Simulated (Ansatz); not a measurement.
## From r2SCAN to G0W0: Sr2SiS4 (P2_1/m)

How far does one-shot GW move the r2SCAN gap of Sr2SiS4 (P2_1/m)?

Main program and level: Ansatz 0.2.0; r2SCAN, then G0W0 on it, plane waves, PAW.

This is a report of a sequence of runs, with most program output left out.

In doubt: masses and optical values from hybrid runs of this build are listed as unsure (in some of the runs), which bears on the screening that GW takes from such a start.

## (1) The structure

It takes space group P2_1/m (No. 11, monoclinic). The conventional cell has a = 6.609 Å, b = 6.660 Å, c = 8.262 Å, α = 90.00°, β = 108.22°, γ = 90.00°. Nearest to Sr lie 9 S at 2.96 to 3.80 Å and 4 Si at 3.51 to 3.93 Å. Nearest to Sr lie 8 S at 3.04 to 3.46 Å and 3 Si at 3.71 to 3.89 Å. Si has 4 S at 2.12 to 2.13 Å and 7 Sr at 3.51 to 3.93 Å nearest. Nearest to S lie 1 Si at 2.12 Å and 5 Sr at 3.03 to 3.80 Å. Nearest to S lie 1 Si at 2.13 Å and 4 Sr at 2.96 to 3.46 Å. Nearest to S lie 1 Si at 2.12 Å and 4 Sr at 3.01 to 3.13 Å. Farther neighbours and most contacts between anions are not listed.

The cell and positions are those that the Materials Project relaxed with its own functionals (PBE, PBE+U or r2SCAN), kept fixed. The default PAW set here is soft_2. Its files were made with PBE.

## (2) Bands along the symmetry lines

Levels along a band path and on the mesh show where this functional puts the band edges.

This step: DFT, r2SCAN, plane waves, PAW.

Contents of input.yaml:

```yaml
crystal:
  lattice:
    - [6.6087392105, 0.0, 0.0]
    - [0.0, 6.65954238, 0.0]
    - [-2.5827482587, 0.0, 7.848229828]
  atoms:
    - { symbol: Sr, position: [0.2836712, 0.75, 0.95180912] }
    - { symbol: Sr, position: [0.7163288, 0.25, 0.04819088] }
    - { symbol: Sr, position: [0.2248299, 0.75, 0.42926377] }
    - { symbol: Sr, position: [0.7751701, 0.25, 0.57073623] }
    - { symbol: Si, position: [0.72130103, 0.75, 0.7968462] }
    - { symbol: Si, position: [0.27869897, 0.25, 0.2031538] }
    - { symbol: S, position: [0.88645343, 0.75, 0.06157594] }
    - { symbol: S, position: [0.11354657, 0.25, 0.93842406] }
    - { symbol: S, position: [0.91690048, 0.75, 0.63566798] }
    - { symbol: S, position: [0.08309952, 0.25, 0.36433202] }
    - { symbol: S, position: [0.51038414, 0.50196672, 0.7372482] }
    - { symbol: S, position: [0.48961586, 0.00196672, 0.2627518] }
    - { symbol: S, position: [0.48961586, 0.49803328, 0.2627518] }
    - { symbol: S, position: [0.51038414, 0.99803328, 0.7372482] }
kpoints:
  mp_grid: { grid: [4, 4, 4] }
  band_path:
    path:
      - [0.0, 0.0, 0.0]
      - [0.0, 0.5, 0.0]
      - [0.0, 0.5, 0.5]
      - [0.0, 0.0, 0.5]
      - [0.0, 0.0, 0.0]
      - [-0.5, 0.0, 0.5]
      - [-0.5, 0.5, 0.5]
      - [0.0, 0.5, 0.0]
      - [-0.5, 0.5, 0.0]
      - [-0.5, 0.0, 0.0]
      - [0.0, 0.0, 0.0]
    npoints: 10
hamiltonian:
  xc: r2scan
scf:
  occupations: { method: fermi_dirac, width: 0.02 }
  n_extra_bands: 8
output:
  eigenvalues: true
  forces: true
  stress: true
```

On the command line:

```sh
$ ansatz run input.yaml --threads 24 --pin off --max-ram 82944MiB --backend cuda --events-out ev --progress --plain --runs-dir out --devices 1 --max-vram 78GiB
```

Wall time 3.3 s (1 × NVIDIA GB200 (shared by 2 runs) with 24 threads of Arm Neoverse V2, shared host); peak memory 1.4 GiB; 8.3 s of CPU time.

This step gave:

```yaml
pressure: 0.002169 GPa
filled_bands: 48
gap: 3.405 eV
valence_top_at: Γ
conduction_bottom_at: Y_2
least_direct_gap: 3.573 eV
```

Over mesh and path the gap is 3.405 eV, from k = Γ to k = (-0.500, 0.000, 0.000). The least direct gap found is 3.573 eV, at k = (-0.500, 0.000, 0.000).

Electronic bands along the path, in eV, zero at the top of the highest nominally filled band:

```tsv
point	band 45	band 46	band 47	band 48	band 49	band 50	band 51	band 52
Γ	-0.50	-0.32	-0.20	0.00	3.91	4.16	4.26	4.50
halfway	-0.59	-0.57	-0.48	-0.28	4.09	4.32	4.52	4.62
Z	-0.82	-0.82	-0.38	-0.38	4.28	4.28	4.74	4.74
halfway	-0.68	-0.68	-0.41	-0.41	4.32	4.32	4.69	4.69
D	-0.57	-0.57	-0.46	-0.46	4.35	4.35	4.67	4.67
halfway	-0.78	-0.59	-0.43	-0.35	4.15	4.42	4.59	4.61
B	-0.61	-0.44	-0.25	-0.10	4.07	4.31	4.37	4.52
halfway	-0.51	-0.31	-0.27	-0.06	3.99	4.25	4.33	4.52
Γ	-0.50	-0.32	-0.20	0.00	3.91	4.16	4.26	4.50
halfway	-0.54	-0.35	-0.24	-0.03	4.03	4.15	4.36	4.38
A	-0.50	-0.35	-0.24	-0.04	4.05	4.11	4.37	4.60
halfway	-0.68	-0.57	-0.50	-0.27	4.35	4.37	4.54	4.81
E	-0.70	-0.70	-0.59	-0.59	4.71	4.71	4.80	4.80
halfway	-0.71	-0.71	-0.45	-0.45	4.41	4.41	4.77	4.77
Z	-0.82	-0.82	-0.38	-0.38	4.28	4.28	4.74	4.74
halfway	-0.72	-0.72	-0.42	-0.42	4.01	4.01	4.61	4.61
C2	-0.63	-0.63	-0.55	-0.55	3.72	3.72	4.50	4.50
halfway	-0.68	-0.67	-0.47	-0.40	3.55	3.97	4.05	4.43
Y2	-0.43	-0.43	-0.22	-0.17	3.40	3.88	4.08	4.37
halfway	-0.43	-0.34	-0.19	-0.10	3.58	3.92	4.35	4.46
Γ	-0.50	-0.32	-0.20	0.00	3.91	4.16	4.26	4.50
```

## (3) The quasiparticle correction

G0W0 replaces the xc potential by a self-energy built once from the orbitals of the start. Levels are corrected in the window of bands that the input names, at points of the mesh.

This step: G0W0 on r2SCAN, plane waves, PAW.

input.yaml, the sections that differ from step 2:

```yaml
kpoints:
  mp_grid: { grid: [2, 2, 2] }
scf:
  occupations: { method: fixed }
gw:
  n_empty_bands: 904
  ecut_chi: 110.0
  qp_bands: [v4, c4]
  qp_kpoints: band_edges
  screening: { model: contour_deformation }
# crystal, hamiltonian: as in step 2
# output: removed
```

The job ended after 11 s (1 × NVIDIA GB200 (shared by 2 runs) with 24 threads; peak memory 4.4 GiB).

Numbers from this step:

```
bands summed                                    : 952
RPA ε∞ on this mesh (eigenvalues)               : 3.964, 4.009, 4.295
plane waves in the screening matrix             : 911
q-points in the mesh                            : 8
G0W0 gap over the corrected points              : 4.655 eV
k of the valence top                            : 0, 0, 0
k of the conduction bottom                      : -0.5, 0, 0
starting gap on the mesh                        : 3.399 eV
Z at the valence top                            : 0.7806
Z at the conduction bottom                      : 0.8229
least direct G0W0 gap over the corrected points : 4.851 eV
```

Over all 8 irreducible mesh points the G0W0 gap is 4.655 eV, from k = Γ to k = (-0.500, 0.000, 0.000). The r2SCAN gap of this run on the mesh is 3.399 eV. The two states that bound the G0W0 gap lie that far apart at the start, so the correction of the gap is 4.655 − 3.399 = +1.256 eV. The start of this run differs from the step before in mesh (4×4×4 and 2×2×2).

Labels follow the order of the start: v1 is the top filled band, c1 the lowest empty one; levels that stay degenerate share a row, the window can cut a multiplet, doubted levels are not marked in this list, bands outside the window were not corrected, and the list may be a part of the corrected levels. The levels before and after the correction (eV, zero at the valence-band top of each column):

```tsv
	conduction bottom	valence top
Kohn-Sham	3.40	0.00
G0W0	4.66	0.00
```

```tsv
	level	occupation	energy (eV)
Kohn-Sham	Γ v3	2	-0.318
Kohn-Sham	Γ v2	2	-0.203
Kohn-Sham	Γ v1	2	0.000
Kohn-Sham	Γ c1	0	3.908
Kohn-Sham	Γ c2	0	4.156
Kohn-Sham	Γ c3	0	4.256
Kohn-Sham	(-0.5 0 0) v3	2	-0.428
Kohn-Sham	(-0.5 0 0) v2	2	-0.223
Kohn-Sham	(-0.5 0 0) v1	2	-0.168
Kohn-Sham	(-0.5 0 0) c1	0	3.400
Kohn-Sham	(-0.5 0 0) c2	0	3.872
Kohn-Sham	(-0.5 0 0) c3	0	4.075
G0W0	Γ v3	2	-0.347
G0W0	Γ v2	2	-0.239
G0W0	Γ v1	2	0.000
G0W0	Γ c1	0	5.124
G0W0	Γ c2	0	5.407
G0W0	Γ c3	0	5.622
G0W0	(-0.5 0 0) v3	2	-0.469
G0W0	(-0.5 0 0) v2	2	-0.250
G0W0	(-0.5 0 0) v1	2	-0.196
G0W0	(-0.5 0 0) c1	0	4.655
G0W0	(-0.5 0 0) c2	0	5.152
G0W0	(-0.5 0 0) c3	0	5.366
```

The parts of the quasiparticle energy for the two states that bound the G0W0 gap, in eV on the run's own scale (QP = start + Σx + Σc − Vxc, with Σc at the quasiparticle energy):

```tsv
edge	k	band	start	Σx	Σc	Vxc	Z	QP
valence top	Γ	48	5.283	−18.127	2.037	−15.335	0.781	4.528
conduction bottom	(-0.500, 0.000, 0.000)	49	8.682	−5.766	−3.728	−9.995	0.823	9.183
```

## (4) Spin-orbit coupling in r2SCAN

This run has two-component orbitals with spin-orbit coupling.

This step: DFT, r2SCAN with spin-orbit coupling, plane waves, PAW.

Edit input.yaml of step 3 so:

```diff
@@ -21,3 +21,14 @@
 kpoints:
-  mp_grid: { grid: [2, 2, 2] }
+  mp_grid: { grid: [4, 4, 4] }
+  band_path:
+    path:
+      - [0.0, 0.0, 0.0]
+      - [0.0, 0.5, 0.0]
+      - [0.0, 0.5, 0.5]
+      - [0.0, 0.0, 0.5]
+      - [-0.5, 0.0, 0.5]
+      - [-0.5, 0.5, 0.5]
+      - [-0.5, 0.5, 0.0]
+      - [-0.5, 0.0, 0.0]
+    npoints: 1
 hamiltonian:
@@ -26,7 +37,9 @@
   occupations: { method: fixed }
-gw:
-  n_empty_bands: 904
-  ecut_chi: 110.0
-  qp_bands: [v4, c4]
-  qp_kpoints: band_edges
-  screening: { model: contour_deformation }
+  n_extra_bands: 16
+magnetization:
+  noncollinear: true
+  spin_orbit: true
+output:
+  eigenvalues: true
+  forces: true
+  stress: true
```

Run time: 3.9 s. Hardware: 1 × NVIDIA GB200 (shared by 2 runs) with 24 threads; peak memory 1.7 GiB; 30 s of CPU time.

Numbers from this step:

| Item | Value |
| --- | --- |
| pressure | 0.002099 GPa |
| gap | 3.403 eV |
| valence top at | Γ |
| conduction bottom at | Y_2 |
| least direct gap | 3.572 eV |

Over mesh and listed points the gap is 3.403 eV, from k = Γ to k = (-0.500, 0.000, 0.000). The least direct gap found is 3.572 eV, at k = (-0.500, 0.000, 0.000). r2SCAN+SOC against r2SCAN: 3.403 − 3.405 = −0.002 eV, with the same mesh, set of files (read in its fully relativistic form for the spin-orbit run) and cutoff, and both edges at the same k points. The spin-orbit run sees mesh and listed points alone, so its gap is an upper bound: the coupling can move an edge off these points, and the change over the zone, its sign included where it is small, is not known.

## (5) Side by side

Each gap is the least one over the points named; times are wall times on shared hosts, not benchmarks. A G0W0 time includes the run's own self-consistent start. Runs with listed points see these and the mesh alone, so an edge that moves elsewhere is missed. Rows marked * are further runs, not shown as steps, whose inputs differ from the G0W0 step on the same start in the columns given; solver thresholds can differ too.

```tsv
level	mesh	files, cutoff	bands summed, screening	points	gap (eV)	valence top	conduction bottom	least direct gap (eV)	time
r2SCAN	4×4×4	soft_2 PAW, 500 eV	-	mesh and path	3.405	Γ	(-0.500, 0.000, 0.000)	3.573	3.3 s
r2SCAN+SOC	4×4×4	soft_2 PAW, 500 eV	-	mesh and listed points	3.403	Γ	(-0.500, 0.000, 0.000)	3.572	3.9 s
G0W0@r2SCAN*	2×2×2	soft_2 PAW, 500 eV	196, 33 eV	all 8 irreducible mesh points	4.494	Γ	(-0.500, 0.000, 0.000)	4.678	4.1 s
G0W0@r2SCAN*	2×2×2	soft_2 PAW, 500 eV	468, 66 eV	all 8 irreducible mesh points	4.533	Γ	(-0.500, 0.000, 0.000)	4.727	5.5 s
G0W0@r2SCAN	2×2×2	soft_2 PAW, 500 eV	952, 110 eV	all 8 irreducible mesh points	4.655	Γ	(-0.500, 0.000, 0.000)	4.851	11 s
G0W0@r2SCAN*	2×2×2	soft_2 PAW, 500 eV	468, 66 eV, plasmon pole	all 8 irreducible mesh points	4.546	Γ	(-0.500, 0.000, 0.000)	4.728	6.3 s
```

## (6) Results

* r2SCAN gap over mesh and path: 3.405 eV, from k = Γ to k = (-0.500, 0.000, 0.000)
* G0W0@r2SCAN gap over all 8 irreducible mesh points: 4.655 eV, from k = Γ to k = (-0.500, 0.000, 0.000)
* r2SCAN+SOC gap over mesh and listed points: 3.403 eV
* GW settings: 2×2×2 mesh, 904 empty bands, screening to 110 eV
* known limits: finite bands, screening cutoff and k mesh; no spin-orbit coupling in G0W0; screening cutoff under 40 eV in some runs

Over all 8 irreducible mesh points the G0W0 gap is 4.655 eV, from k = Γ to k = (-0.500, 0.000, 0.000). The r2SCAN gap of this run on the mesh is 3.399 eV. The two states that bound the G0W0 gap lie that far apart at the start, so the correction of the gap is 4.655 − 3.399 = +1.256 eV. The valence state moves by 4.528 − 5.283 = −0.755 eV and the conduction state by 9.183 − 8.682 = +0.501 eV, on the run's own scale; with 196 bands the edge states move by −0.134 and +0.961 eV, so the split between the edges depends on the bands and cutoff. Both edges that r2SCAN shows over mesh and path lie at k points where levels were corrected. Levels at other points were not corrected, so a lower G0W0 gap elsewhere in the zone is not ruled out. From 196 bands and 33 eV to 952 bands and 110 eV the gap moves by 4.655 − 4.494 = +0.161 eV (rung by rung 4.494, 4.533, 4.655 eV); bands and screening cutoff rise together, so their parts are not told apart. A line in one over the bands through the two highest rungs gives 4.655 + (4.655 − 4.533) × 468 / (952 − 468) = 4.773 eV, and through the pair below 4.533 + (4.533 − 4.494) × 196 / (468 − 196) = 4.561 eV. The two differ by 0.212 eV, not under the 0.030 eV asked, so the law does not hold well over these rungs and the limit is not known. With the plasmon pole model in place of the contour deformation model and all else as in the G0W0@r2SCAN row with 468 bands, the gap differs by 4.546 − 4.533 = +0.013 eV. G0W0 on other starts in this series, not shown as steps and not all at these settings: 4.705 eV on HSE06 (2×2×2, soft_2 PAW, 468 bands, 66 eV) and 4.183 eV on LDA (2×2×2, soft_2 PAW, 468 bands, 66 eV). r2SCAN+SOC against r2SCAN: 3.403 − 3.405 = −0.002 eV, with the same mesh, set of files (read in its fully relativistic form for the spin-orbit run) and cutoff, and both edges at the same k points. The spin-orbit run sees mesh and listed points alone, so its gap is an upper bound: the coupling can move an edge off these points, and the change over the zone, its sign included where it is small, is not known. What spin-orbit coupling does to the G0W0 levels was not computed, so no sum with the G0W0 gap is formed. The G0W0 runs are scalar-relativistic. No pair of G0W0 runs that differ in the mesh alone is shown (2×2×2 is a supercell whose nearest images lie 13 Å apart), so the error from the mesh is not known here. G0W0@r2SCAN runs of this series with other atomic data on the same mesh, not shown as steps, give 4.531 eV (hard PAW, 580 eV, 468 bands, screening to 66 eV; the table's row with the same empty bands and screening cutoff has 4.533 eV); where bands and cutoffs differ too, the part of the files is not isolated. A screening cutoff under 40 eV is crude: G0W0@r2SCAN with 196 bands at 33 eV.

[Paths, hosts, dates, memory and timing lines, banners, echoed tables and standing remarks are left out of the program output.]

[Logs are printed without paths, hosts, clocks, repeated set-up lines and the standing remarks that a program may print on its own settings, such as how far it seeks lower states.]

[Runs of the session that timed out or met a known fault of the program may be left out.]

[Cells called generated may have been cut or substituted from an entry of the Crystallography Open Database or the Materials Project.]

[Hosts, paths, dates, database ids (printed as entryN), source tags and the programs' standing remarks are cut or masked in the printed files.]

[Where an RPA ε∞ is given, it is that of the G0W0 mesh and is not shown converged in it. Names of k-points follow the symmetry that the program found, which can be lower than the space group named. Band edges on a path are those of the sampled points; other points can move an edge, and change direct to indirect where valleys lie close.]

[Hybrid gaps are those of their k-mesh and are not shown converged in it.]
